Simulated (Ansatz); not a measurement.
# Sn (I4_1/amd): phonon-mediated transition temperature

Wanted: λ, ω_log and Tc of Sn (I4_1/amd). The cell shown first is a relaxed one, from steps not shown here.

Calculated with Ansatz 0.2.0; DFT PBE, scalar-relativistic, plane waves, PseudoDojo norm-conserving pseudopotentials, in the first sound run; inputs show where later runs differ.

The experiments to compare with:

For Sn (bulk crystal), “List of superconductors” (2026, Wikipedia's table of superconducting elements, as read in December) quotes earlier work: superconducting transition temperature (bulk, normal pressure) 3.72 K.

In doubt: the program doubts the meshes or the phonons of the coupling sums, which bears on λ, Tc and transport values.

### 1. The cell after earlier relaxation steps

Symmetry: I4_1/amd, No. 141, tetragonal system. The conventional cell has a = 5.969 Å, b = 5.969 Å, c = 3.187 Å, α = 90.00°, β = 90.00°, γ = 90.00°. Nearest to Sn lie 6 Sn at 3.09 to 3.19 Å.

Coordinates:

```cif
data_structure
_symmetry_space_group_name_H-M 'P 1'
_symmetry_Int_Tables_number 1
_cell_length_a 4.5116
_cell_length_b 4.5116
_cell_length_c 4.5116
_cell_angle_alpha 97.167
_cell_angle_beta 97.167
_cell_angle_gamma 138.632
_cell_volume 56.78
loop_
_atom_site_label
_atom_site_type_symbol
_atom_site_fract_x
_atom_site_fract_y
_atom_site_fract_z
_atom_site_occupancy
Sn1 Sn 0.75000 0.25000 0.50000 1
Sn2 Sn 0.00000 0.00000 0.00000 1
```

### 2. Electron–phonon run: PseudoDojo files

The run that gives the couplings also evaluates McMillan's and Allen and Dynes's formulas and, where asked, the Eliashberg equations, over a range of μ*.

The input, input.yaml:

```yaml
crystal:
  lattice:
    - [-2.9845263021, 2.9845263021, 1.5935322203]
    - [2.9845263021, -2.9845263021, 1.5935322203]
    - [2.9845263021, 2.9845263021, -1.5935322203]
  atoms:
    - { symbol: Sn, position: [0.75, 0.25, 0.5] }
    - { symbol: Sn, position: [0.0, 0.0, 0.0] }
kpoints:
  mp_grid: { grid: [12, 12, 12] }
hamiltonian:
  xc: pbe
  pseudopotentials: { kind: nc, accuracy: standard }
scf:
  occupations: { method: methfessel_paxton, width: 0.2 }
output:
  eigenvalues: true
phonons:
  method: dfpt
  qmesh: [4, 4, 4]
  temperatures: { t_max: 1000, t_step: 50 }
  qpath:
    path:
      - [[0.0, 0.0, 0.0], [0.0, 0.0, 0.5], [-0.5, 0.5, 0.5], [0.0, 0.0, 0.0]]
      - [[0.0, 0.0, 0.5], [0.25, 0.25, 0.25], [0.0, 0.5, 0.0], [0.0, 0.0, 0.0]]
    npoints: 6
  electrical_resistivity:
    mesh: [20, 20, 20]
    temperatures: [20.0, 50.0, 80.0, 100.0, 150.0, 200.0, 273.0, 300.0, 400.0, 500.0, 600.0, 800.0]
  superconductivity: { mesh: [20, 20, 20], eliashberg_equations: false }
```

On the command line:

```
$ ansatz run input.yaml --threads 16 --pin off --max-ram 92160MiB --backend cuda --events-out ev --progress --plain --runs-dir out --max-vram 78GiB
```

Numbers of over 12 decimals in the logs are rounded to 6 here.

Log:

```text
Engine: ansatz 0.2.0, aarch64-unknown-linux-gnu
Pseudopotentials: kind: nc
Pseudopotential: Sn, nc, valence charge 14, recommended cutoff 979.609905 eV (normal), Sn.nc.azcp (PseudoDojo's, or run here from an input of PseudoDojo's; its table is named by hamiltonian.pseudopotentials.accuracy)
Functional definition: PBE
  parameter kappa = 0.804
  parameter beta = 0.066725
  exchange = pbe_x(kappa = kappa, mu = beta*pi^2/3)
  correlation = pbe_c(beta = beta)
[...]
Crystal: 2 atoms, lattice volume = 56.777 Å³
Basis set: ecut = 979.609905 eV, 3933 PW (Γ), exchange–correlation on 96×96×96 points (8 copies of the dense FFT grid, shifted against one another)
Bands: 18, of which v1, the nominal top of the filled ones, is band 14 counted from 1 (13 counted from 0)
Symmetry: 16 space group operations
k-points: 163 of 1728
Non-local potential: Sn, projectors of the file, l = 0: 2, l = 1: 2, l = 2: 2, l = 3: 2
Initial density: superposition of atomic densities (chi_scale 0.1, normalization cell)
Initial wavefunctions: pseudopotential atomic-orbital guess
[...]
Functional: x = pbe(κ = 0.804, μ = 0.219515), c = pbe(β = 0.066725)
SCF iter   1: F=—  HF=-4290.470985 eV  |F-HF|=—  |Δ(HF+E_count)|=         —  Δρ=1.33e-2  dr2=1.03e-1  ethr=3.10e-3  ⟨swp⟩=4.3  Hψ=12617  notcnv=0
preconditioner: auto → Kerker (q_TF=auto, 2.425 Å⁻¹)  [metal: Δε(μ)=0.014 eV  Ē_g=19.857 eV  σ=0.200 eV  W_gap=0.06  n_scr=16 (ndim 8)  ℏωp=26.1 eV  f_vac=0.000  D(μ)=0.99/eV (n_scr^D=4)]
SCF iter   2: F=—  HF=-4290.458286 eV  |F-HF|=—  |Δ(HF+E_count)|=   1.27e-2  S|Δr|=    0.00e0  Δρ=8.56e-3  dr2=4.08e-2  ethr=3.69e-4  ⟨swp⟩=1.0  Hψ=4238  notcnv=0
[...]
SCF iter   9: F=-4290.456852 eV  HF=-4290.456852 eV  |F-HF|=9.09e-13  |Δ(HF+E_count)|=  4.82e-11  S|Δr|=    0.00e0  Δρ=1.18e-7  dr2=6.11e-12  ethr=1.00e-12  ⟨swp⟩=5.1  Hψ=20810  notcnv=0
SCF 1 converged in 9 iterations: F = -4290.456852 eV  dr2 = 6.11e-12
[...]
NSCF: frozen V_eff on 163 k-points, pencils in batches of 32, up to order 72
[...]
NSCF: frozen V_eff on 163 k-points
[...]
DFPT response loops at q = (0, 0, 0) (fractional): preconditioner auto → Kerker (q_TF=auto, 2.425 Å⁻¹) (partly filled bands, converged f_vac=0.000); β = 1.00, the filter's whole step (`scf.mixing.beta` (0.50) is not read by the response loops under this deck's `scf.mixing.preconditioner`; to damp them name `kerker` or `kerker_dos`, under which they read `scf.mixing.beta`, and type it under 1.00, their step now; both keys bind the ground state too); Anderson in place of MSR1; while a model of the screening serves, it and β = 1 on shorter waves in the place of filter and β
[...]
NSCF: frozen V_eff on 163 k-points
[...]
DFPT response loops at q = (0, 0, 0.25) (fractional): mixed as the last ones told, above
[...]
DFPT response loops at q = (0, 0, -0.5) (fractional): mixed as the last ones told, above
[...]
DFPT response loops at q = (0, 0.25, 0) (fractional): mixed as the last ones told, above
[...]
DFPT response loops at q = (0, 0.25, 0.25) (fractional): mixed as the last ones told, above
[...]
DFPT response loops at q = (0, -0.5, 0) (fractional): mixed as the last ones told, above
[...]
DFPT response loops at q = (0, -0.5, 0.25) (fractional): mixed as the last ones told, above
[...]
DFPT response loops at q = (0.25, 0.25, 0.25) (fractional): mixed as the last ones told, above
[...]
DFPT response loops at q = (0.25, 0.25, -0.25) (fractional): mixed as the last ones told, above
[...]
DFPT response loops at q = (0.25, -0.5, -0.5) (fractional): mixed as the last ones told, above
[...]
DFPT response loops at q = (0.25, -0.25, 0.25) (fractional): mixed as the last ones told, above
[...]
DFPT response loops at q = (0.25, -0.25, -0.5) (fractional): mixed as the last ones told, above
[...]
DFPT response loops at q = (-0.5, -0.5, -0.5) (fractional): mixed as the last ones told, above
[...]
SCF iter   1: F=—  HF=-4290.470985 eV  |F-HF|=—  |Δ(HF+E_count)|=         —  Δρ=1.33e-2  dr2=1.03e-1  ethr=3.10e-3  ⟨swp⟩=4.3  Hψ=12617  notcnv=0
SCF iter   2: F=—  HF=-4290.458286 eV  |F-HF|=—  |Δ(HF+E_count)|=   1.27e-2  S|Δr|=    0.00e0  Δρ=8.56e-3  dr2=4.08e-2  ethr=3.69e-4  ⟨swp⟩=1.0  Hψ=4238  notcnv=0
[...]
SCF 2 converged in 9 iterations: F = -4290.456852 eV  dr2 = 6.07e-12
[...]
SCF converged after 9 iterations
[...]
mean free path at 50 K (of a tensor a third of its trace): 74.4 nm by what each carries, 63.0 by the Fermi surface alone
  mean free path at 80 K (of a tensor a third of its trace): 34.4 nm by what each carries, 30.5 by the Fermi surface alone
  mean free path at 100 K (of a tensor a third of its trace): 25.5 nm by what each carries, 22.9 by the Fermi surface alone
  mean free path at 150 K (of a tensor a third of its trace): 15.8 nm by what each carries, 14.4 by the Fermi surface alone
  Hall coefficient in a weak field at 150 K (a third of the trace): (none: it, or that of a finer mesh, parts from a neighbouring mesh's by over half of the finer one's) (as a tensor it moves by 67.7 % between the two finest meshes); by each state's relaxation time: 6.897e-12 m³/C; by a constant relaxation time: -1.606e-11 m³/C
  mean free path at 200 K (of a tensor a third of its trace): 11.6 nm by what each carries, 10.5 by the Fermi surface alone
  Hall coefficient in a weak field at 200 K (a third of the trace): (none: it, or that of a finer mesh, parts from a neighbouring mesh's by over half of the finer one's) (as a tensor it moves by 65.8 % between the two finest meshes); by each state's relaxation time: 6.826e-12 m³/C; by a constant relaxation time: -1.579e-11 m³/C
  mean free path at 273 K (of a tensor a third of its trace): 8.35 nm by what each carries, 7.61 by the Fermi surface alone
  Hall coefficient in a weak field at 273 K (a third of the trace): (none: it, or that of a finer mesh, parts from a neighbouring mesh's by over half of the finer one's) (as a tensor it moves by 65.3 % between the two finest meshes); by each state's relaxation time: 6.779e-12 m³/C; by a constant relaxation time: -1.560e-11 m³/C
  mean free path at 300 K (of a tensor a third of its trace): 7.57 nm by what each carries, 6.91 by the Fermi surface alone
  Hall coefficient in a weak field at 300 K (a third of the trace): (none: it, or that of a finer mesh, parts from a neighbouring mesh's by over half of the finer one's) (as a tensor it moves by 65.4 % between the two finest meshes); by each state's relaxation time: 6.759e-12 m³/C; by a constant relaxation time: -1.557e-11 m³/C
  mean free path at 400 K (of a tensor a third of its trace): 5.64 nm by what each carries, 5.15 by the Fermi surface alone
  Hall coefficient in a weak field at 400 K (a third of the trace): (none: it, or that of a finer mesh, parts from a neighbouring mesh's by over half of the finer one's) (as a tensor it moves by 65.6 % between the two finest meshes); by each state's relaxation time: 6.673e-12 m³/C; by a constant relaxation time: -1.556e-11 m³/C
  mean free path at 500 K (of a tensor a third of its trace): 4.50 nm by what each carries, 4.11 by the Fermi surface alone
  Hall coefficient in a weak field at 500 K (a third of the trace): (none: it, or that of a finer mesh, parts from a neighbouring mesh's by over half of the finer one's) (as a tensor it moves by 65.3 % between the two finest meshes); by each state's relaxation time: 6.575e-12 m³/C; by a constant relaxation time: -1.563e-11 m³/C
  mean free path at 600 K (of a tensor a third of its trace): 3.74 nm by what each carries, 3.42 by the Fermi surface alone
  Hall coefficient in a weak field at 600 K (a third of the trace): (none: it, or that of a finer mesh, parts from a neighbouring mesh's by over half of the finer one's) (as a tensor it moves by 64.7 % between the two finest meshes); by each state's relaxation time: 6.469e-12 m³/C; by a constant relaxation time: -1.575e-11 m³/C
  mean free path at 800 K (of a tensor a third of its trace): 2.80 nm by what each carries, 2.56 by the Fermi surface alone
  Hall coefficient in a weak field at 800 K (a third of the trace): (none: it, or that of a finer mesh, parts from a neighbouring mesh's by over half of the finer one's) (as a tensor it moves by 63.6 % between the two finest meshes); by each state's relaxation time: 6.219e-12 m³/C; by a constant relaxation time: -1.607e-11 m³/C
  the resistivity times a path that all electrons share, by the Fermi surface of the deck's mesh alone (a third of the trace): 8.366e-16 Ω·m²
  not converged in the mesh (λ; λ_tr; the resistivity at 20 K by 5.08 %; the resistivity at 50 K by 3.87 %; the resistivity at 80 K by 3.71 %; the resistivity at 100 K by 3.69 %; the resistivity at 150 K by 3.69 %; the resistivity at 200 K by 3.68 %; the resistivity at 273 K by 3.64 %; the resistivity at 300 K by 3.62 %; the resistivity at 400 K by 3.52 %; the resistivity at 500 K by 3.41 %; the resistivity at 600 K  [...]
  vibrations of 64 cells: unjudged by the run; compare a larger repeat
  the changes of the potential over all sites missed a rigid shift's by 0.00 % (the site terms' by 0.00 %)
  at the force constants' own smearing the fine mesh and the k-points of their solves give squared frequencies that differ by 29.6 % of the larger at the most, at (-0.5, -0.5, -0.5)
--- Superconductivity: potentials and phonons of a 4×4×4 supercell ---
  pairing by harmonic phonons, in the closed forms alone; spin fluctuations are left out, and so is spin–orbit coupling
           mesh         λ    ħω_log (meV)  μ* declared at (meV)
       20×20×20    0.8797           7.220                9.259
       10×10×10    0.8971           7.196                9.268
          5×5×5    0.9023           7.053                9.241
  λ by the species' shares of the modes' patterns: Sn 0.8797
  transition temperature on the deck's mesh (K), isotropic and anisotropic, restricted to the Fermi surface (FSR) and over the full bandwidth (FBW), and the last with the density of states resolved in a narrower window:
        μ*   McMillan   Allen–Dynes      iso. FSR      iso. FBW    aniso. FSR    aniso. FBW  narrow window
      0.08      5.261         5.593             -             -             -             -              -
      0.10      4.712         4.981             -             -             -             -              -
      0.12      4.179         4.396             -             -             -             -              -
      0.13      3.919         4.114             -             -             -             -              -
      0.14      3.665         3.839             -             -             -             -              -
      0.16      3.173         3.312             -             -             -             -              -
      0.20      2.270         2.355             -             -             -             -              -
  not judged without the Eliashberg equations: between neighbouring meshes, the two finest first, λ moves by 1.98 % and 0.58 %
  vibrations of 64 cells: unjudged by the run; compare a larger repeat
  the changes of the potential over all sites missed a rigid shift's by 0.00 % (the site terms' by 0.00 %)
  at the force constants' own smearing the fine mesh and the k-points of their solves give squared frequencies that differ by 29.6 % of the larger at the most, at (-0.5, -0.5, -0.5)
```

Run time: 2.1 min. Hardware: 1 × NVIDIA GB200 with 16 threads of Arm Neoverse V2, shared host; peak memory 9.8 GiB.

In the SCF lines HF is the Harris–Foulkes energy and dr2 the Hartree energy of the density residual, in eV; the loop may stop once dr2 is under the threshold and the program's other checks hold. Hψ counts applications of the Hamiltonian.

Numbers from this step:

```
volume per atom                                                                : 28.39 Å³/atom
metallic on mesh                                                               : yes
gap on the k-mesh                                                              : 0 eV
zero-point energy                                                              : 0.02881 eV/cell
share of imaginary modes in the plain interpolation between solved wavevectors : 0.0041
highest frequency, solved or plainly interpolated                              : 124.3 cm⁻¹
resistivity at 300 K                                                           : 12.43 μΩ cm, mean of the axes
coupling constant λ                                                            : 0.8797
density of states at the Fermi level                                           : 0.5007 states/eV a spin and cell
log mean phonon energy ħω_log                                                  : 7.22 meV
transport coupling constant λ_tr                                               : 0.7761, 0.7761, 0.9565 (xx, yy, zz)
Drude plasma energy                                                            : 9.279, 9.279, 8.304 eV (xx, yy, zz)
resistivity times mean free path                                               : 7.887, 7.887, 9.323 × 10⁻¹⁶ Ω m² (xx, yy, zz)
second-moment phonon energy ħω₂                                                : 9.259 meV
coupling λ by branch                                                           : 0.218, 0.184, 0.157, 0.121, 0.102, 0.098 (branches by rank of frequency)
```

Transition temperatures:

| μ* | McMillan Tc (K) | Allen–Dynes Tc (K) |
| --- | --- | --- |
| 0.08 | 5.26 | 5.59 |
| 0.1 | 4.71 | 4.98 |
| 0.12 | 4.18 | 4.4 |
| 0.13 | 3.92 | 4.11 |
| 0.14 | 3.66 | 3.84 |
| 0.16 | 3.17 | 3.31 |
| 0.2 | 2.27 | 2.36 |

(Continued in part 2 of 2.)

[Logs are printed without paths, hosts, clocks, repeated set-up lines and the standing remarks that a program may print on its own settings, such as how far it seeks lower states.]

[Hosts, paths, dates, database ids (printed as entryN), source tags and the programs' standing remarks are cut or masked in the printed files.]
